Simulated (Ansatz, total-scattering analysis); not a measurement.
# B2O3: run and scatter

Aim: the structure of B2O3 at 1500 K, and the X-ray and neutron patterns it would give.

Method: ab initio molecular dynamics with Ansatz (PBE, plane waves, PAW default files, Langevin thermostat, no spin, fixed volume). Composition: B 40.0, O 60.0 atom %; 70 atoms. The average runs over 0.92 ps of 70 atoms, so shells between rare elements are rough. Mean temperature 1446 K, largest m.s.d. 0.68 Å², energy drift -4 meV an atom (last third less first, no steady trend), Langevin friction 10 ps⁻¹; the first quarter of the run is discarded. Start: last frame of a classical run of this cell at the same density and temperature. So short a stretch relaxes bonds and nearest shells but still remembers its start.

## The run

The step of 1 fs has to resolve the fastest vibration, that of the lightest atoms and stiffest bonds. The volume is fixed, since the run is too short for a cell to find its own; the mean pressure then hints how far the functional is from its own density, with errors up to a few GPa from cell size, k-points and loose SCF steps (the program warns of the last). One k-point, Γ, is the usual economy for a cell of this size. Smeared occupations keep the forces smooth should levels come near the Fermi energy. A Langevin thermostat samples the right structure once equilibrated, but its friction lowers diffusion.

Contents of input.yaml:

```yaml
crystal:
  lattice:
    - [10.145, 0.0, 0.0]
    - [0.0, 10.145, 0.0]
    - [0.0, 0.0, 10.145]
  atoms:
    - { symbol: B, position: [0.6576, 0.8363, 0.2433] }
    - { symbol: B, position: [0.6027, 0.6827, 0.4673] }
    - { symbol: B, position: [0.5396, 0.0412, 0.1259] }
    - { symbol: B, position: [0.4541, 0.7749, 0.9466] }
[... 64 atom lines left out ...]
    - { symbol: O, position: [0.8371, 0.0919, 0.2461] }
    - { symbol: O, position: [0.3201, 0.0736, 0.3669] }
kpoints:
  mp_grid: { grid: [1, 1, 1] }
scf:
  occupations: { method: fermi_dirac, width: 0.1293 }
hamiltonian:
  xc: pbe
  pseudopotentials: { kind: paw }
output:
  forces: true
  stress: true
md:
  timestep: 1.0
  n_steps: 1262
  ensemble: nvt_langevin
  temperature: 1500.0
  initial_velocities: maxwell_boltzmann
  seed: 7
```

```console
$ ansatz run input.yaml --threads 4 --pin off --max-ram 10240MiB --backend cpu --events-out ev --progress --plain --runs-dir out
```

```text
Warning: md: disabling space-group detection — thermal motion breaks the input geometry's symmetry, so no spatial operation reduces the k-mesh or symmetrises the density; time reversal is kept, so that k and −k are [...]
Warning: output.stress: scf.convergence.dr2_threshold = 7e-8 eV (the default of an md: trajectory) is looser than the 7e-9 eV advised for a printed stress (1e-10 eV for each atom of the cell: 70). What an SCF threshold [...]
Warning: RAYON_NUM_THREADS=4 ignored (pool sized by the plan → 4); use --threads N
band count auto-derived: 241 (N_el = 336.0; filled up to band 168; 238 by the electrons, moments and atoms)
Engine: ansatz 0.2.0, aarch64-unknown-linux-gnu
Pseudopotential: B, paw, valence charge 3, recommended cutoff 420 eV (normal), B.paw.azcp
Pseudopotential: O, paw, valence charge 6, recommended cutoff 420 eV (normal), O.paw.azcp
Functional definition: PBE
Crystal: 70 atoms, lattice volume = 1044.134 Å³
Basis set: ecut = 420 eV, 20341 PW (Γ), exchange–correlation on 144×144×144 points (8 copies of the dense FFT grid, shifted against one another)
Bands: 241, of which v1, the nominal top of the filled ones, is band 168 counted from 1 (167 counted from 0)
k-points: 1
[... other set-up lines, SCF lines and steps between those shown are left out ...]
md step     0: t =     0.00 fs  T =  1478.6 K  F+E_penalty+E_count = -28243.06828212 eV  E_kin = 13.378410 eV  P_inst = -7.7692 GPa  (8 SCF iters)
md step     1: t =     1.00 fs  T =  1393.6 K  F+E_penalty+E_count = -28242.74956063 eV  E_kin = 12.609722 eV  P_inst = -7.7959 GPa  (9 SCF iters)
md step    49: t =    49.00 fs  T =  1511.2 K  F+E_penalty+E_count = -28240.04522558 eV  E_kin = 13.673807 eV  P_inst = -0.0982 GPa  (7 SCF iters)
md step    98: t =    98.00 fs  T =  1402.6 K  F+E_penalty+E_count = -28241.13991306 eV  E_kin = 12.690689 eV  P_inst = -2.2986 GPa  (7 SCF iters)
md step   147: t =   147.00 fs  T =  1435.9 K  F+E_penalty+E_count = -28242.74371631 eV  E_kin = 12.992697 eV  P_inst = -0.8380 GPa  (7 SCF iters)
md step   196: t =   196.00 fs  T =  1309.4 K  F+E_penalty+E_count = -28239.84806700 eV  E_kin = 11.847989 eV  P_inst = -3.3319 GPa  (7 SCF iters)
md step   245: t =   245.00 fs  T =  1499.2 K  F+E_penalty+E_count = -28240.97854625 eV  E_kin = 13.564937 eV  P_inst = -3.4945 GPa  (7 SCF iters)
md step   294: t =   294.00 fs  T =  1579.8 K  F+E_penalty+E_count = -28242.65369060 eV  E_kin = 14.294037 eV  P_inst = -0.2780 GPa  (7 SCF iters)
md step   343: t =   343.00 fs  T =  1457.2 K  F+E_penalty+E_count = -28240.97535906 eV  E_kin = 13.184922 eV  P_inst = -2.5094 GPa  (7 SCF iters)
md step   392: t =   392.00 fs  T =  1620.1 K  F+E_penalty+E_count = -28242.12595992 eV  E_kin = 14.659258 eV  P_inst = -2.0750 GPa  (7 SCF iters)
md step   441: t =   441.00 fs  T =  1586.1 K  F+E_penalty+E_count = -28244.94764711 eV  E_kin = 14.351540 eV  P_inst = -2.0742 GPa  (7 SCF iters)
md step   490: t =   490.00 fs  T =  1422.8 K  F+E_penalty+E_count = -28241.82482525 eV  E_kin = 12.873932 eV  P_inst = -1.6298 GPa  (9 SCF iters)
md step   539: t =   539.00 fs  T =  1465.2 K  F+E_penalty+E_count = -28243.24434114 eV  E_kin = 13.257455 eV  P_inst = -2.3279 GPa  (7 SCF iters)
md step   588: t =   588.00 fs  T =  1403.6 K  F+E_penalty+E_count = -28240.09212738 eV  E_kin = 12.699791 eV  P_inst = -2.8802 GPa  (7 SCF iters)
md step   637: t =   637.00 fs  T =  1521.9 K  F+E_penalty+E_count = -28241.99148735 eV  E_kin = 13.770522 eV  P_inst = 0.0238 GPa  (7 SCF iters)
md step   686: t =   686.00 fs  T =  1317.9 K  F+E_penalty+E_count = -28240.60852519 eV  E_kin = 11.924729 eV  P_inst = -2.4730 GPa  (7 SCF iters)
md step   735: t =   735.00 fs  T =  1553.3 K  F+E_penalty+E_count = -28244.12413226 eV  E_kin = 14.054964 eV  P_inst = -0.6552 GPa  (7 SCF iters)
md step   784: t =   784.00 fs  T =  1344.7 K  F+E_penalty+E_count = -28243.57991291 eV  E_kin = 12.166977 eV  P_inst = -2.4140 GPa  (7 SCF iters)
md step   833: t =   833.00 fs  T =  1562.4 K  F+E_penalty+E_count = -28243.40505708 eV  E_kin = 14.137090 eV  P_inst = -3.5511 GPa  (7 SCF iters)
md step   882: t =   882.00 fs  T =  1448.5 K  F+E_penalty+E_count = -28243.32360971 eV  E_kin = 13.106665 eV  P_inst = -1.1515 GPa  (7 SCF iters)
md step   931: t =   931.00 fs  T =  1497.0 K  F+E_penalty+E_count = -28244.07147316 eV  E_kin = 13.544982 eV  P_inst = -4.7324 GPa  (7 SCF iters)
md step   980: t =   980.00 fs  T =  1405.0 K  F+E_penalty+E_count = -28242.47215548 eV  E_kin = 12.712369 eV  P_inst = -1.5457 GPa  (9 SCF iters)
md step  1029: t =  1029.00 fs  T =  1376.2 K  F+E_penalty+E_count = -28241.74821864 eV  E_kin = 12.452074 eV  P_inst = -4.2275 GPa  (7 SCF iters)
md step  1078: t =  1078.00 fs  T =  1401.9 K  F+E_penalty+E_count = -28240.49810678 eV  E_kin = 12.684852 eV  P_inst = -3.5088 GPa  (7 SCF iters)
md step  1127: t =  1127.00 fs  T =  1470.8 K  F+E_penalty+E_count = -28241.18135859 eV  E_kin = 13.308181 eV  P_inst = -2.9399 GPa  (6 SCF iters)
md step  1176: t =  1176.00 fs  T =  1552.0 K  F+E_penalty+E_count = -28242.25265990 eV  E_kin = 14.042941 eV  P_inst = -0.4573 GPa  (6 SCF iters)
md step  1225: t =  1225.00 fs  T =  1484.6 K  F+E_penalty+E_count = -28241.63827275 eV  E_kin = 13.433088 eV  P_inst = -1.0871 GPa  (7 SCF iters)
[... the rest of the log is left out; where it ends short of n_steps, the time limit stopped the run ...]
```

Time and hardware: 110 min on 4 threads of Arm Neoverse V1, with other jobs on the host, peak memory 1.2 GiB.

## Analysis

S(Q) is the Faber–Ziman total, Σ ci cj fi fj (Sij − 1)/⟨f⟩² + 1. Below 4 Å⁻¹ the partials are summed on the cell's own reciprocal vectors (from 0.62 Å⁻¹) and folded with a Gaussian of σ = 0.14 Å⁻¹; above it they are transforms of g(r) out to 6.9 Å, tapered over the last 40 %. The fold lowers sharp peaks, and with so few vectors their positions are good to about 0.1 Å⁻¹. X-rays take neutral-atom form factors, neutrons coherent lengths (B 6.65, O 5.8037 fm). Boron is taken as ¹¹B. G(r) = 4πrρ₀[g(r) − 1] carries the resolution of a Lorch-windowed transform up to 20 Å⁻¹. The patterns are simulated, not measured. The cell is small: beyond half the box only the part of each shell inside it is counted, and low-Q values rest on few vectors. It is averaged over 132 frames.

| T (K) | state | density (g/cm³) | first clear X-ray maximum (Å⁻¹) | its height (X-ray) | first clear neutron maximum (Å⁻¹) | its height (neutron) | B–O (Å) | O around B | O–O (Å) | O on one former (%) | held | D over the elements, rough (10⁻⁹ m²/s) |
| --- | --- | --- | --- | --- | --- | --- | --- | --- | --- | --- | --- | --- |
| 1500 | melt, short run | 1.550 | 1.39 | 1.39 | 1.38 | 1.59 | 1.38 | 3.00 | 2.40 | 0.0 | volume, -2.1 GPa mean | - |

neutron S(Q):

```csv
Q (Å⁻¹),1500 K
0.8,1.05
1.1,0.95
1.4,1.59
1.7,1.09
2.0,1.10
2.3,1.12
2.6,0.75
2.9,0.65
3.2,0.73
3.5,0.70
3.8,0.66
4.1,0.68
4.4,0.77
4.7,0.92
5.0,1.10
5.3,1.32
5.6,1.48
5.9,1.44
6.2,1.23
6.5,1.01
6.8,0.87
7.1,0.82
7.4,0.80
7.7,0.81
8.0,0.85
8.3,0.91
8.6,0.97
8.9,1.01
```

At 1500 K the maxima of S(Q), Q in Å⁻¹ (height), are X-ray: 1.39 (1.39), 2.16 (0.98), 3.17 (1.10), 5.76 (1.49); neutron: 1.38 (1.59), 2.17 (1.22), 3.33 (0.75), 5.69 (1.49). Weak or low-Q maxima rest on few vectors and may or may not be a real pre-peak: X-ray 0.86 (0.96), neutron 0.86 (1.09). Its shells:

| pair | first peak (Å) | g there | first minimum (Å) | g there | neighbours | X-ray weight (f = Z) | neutron weight |
| --- | --- | --- | --- | --- | --- | --- | --- |
| B–O | 1.38 | 16.7 | 1.78 | 0.04 | 3.0 O per B, 2.0 B per O | 0.42 | 0.49 |
| O–O | 2.40 | 4.8 | 2.84 | 0.44 | 4.3 | 0.50 | 0.32 |
| B–B | 2.59 | 3.8 | 3.08 | 0.27 | 3.1 | 0.09 | 0.19 |

Bonded neighbours (only these pairs count: cutoffs B–O 1.78 Å): B: 3 100 %; O: 2 100 %. Bridging oxygens per network former of four or fewer bonds: B: Q3 100 %. Oxygen by network formers bound (Si, B, P, Ge and Al count): two 100 %. O–B–O peak at 118° and B–O–B peak at 136°. These counts come from 15 frames.

The tapered transform alone would put 1.39 at the neutron maximum of 1.38 Å⁻¹, where the reciprocal vectors give 1.59: a cut in r lowers sharp peaks, which is why the direct sum is used there.

**Reading.** The first B–O shell holds 3.0 O at 1.38 Å, and g falls to nearly zero behind it. The first O–O shell holds 4.3 O at 2.40 Å, with no empty gap behind it. In Bhatia–Thornton form S_CC/(c₁c₂) peaks at 3.10 Å⁻¹ with 2.37, the mark of chemical order: unlike neighbours are preferred. Unlike atoms are nearest: the pair functions peak at 1.38 Å (B–O) and 2.40 Å (O–O). The ratio of these peaks, 1.73 (±0.04), compares with 1.73 for a triangle, 1.63 for a tetrahedron and 1.41 for an octahedron, and B has 3.0 anions. The weights that differ most between the probes (X-ray, neutron): O–O 0.50 and 0.32, B–B 0.09 and 0.19 and B–O 0.42 and 0.49.

[Logs are printed without paths, hosts, clocks, repeated set-up lines and the standing remarks that a program may print on its own settings, such as how far it seeks lower states.]
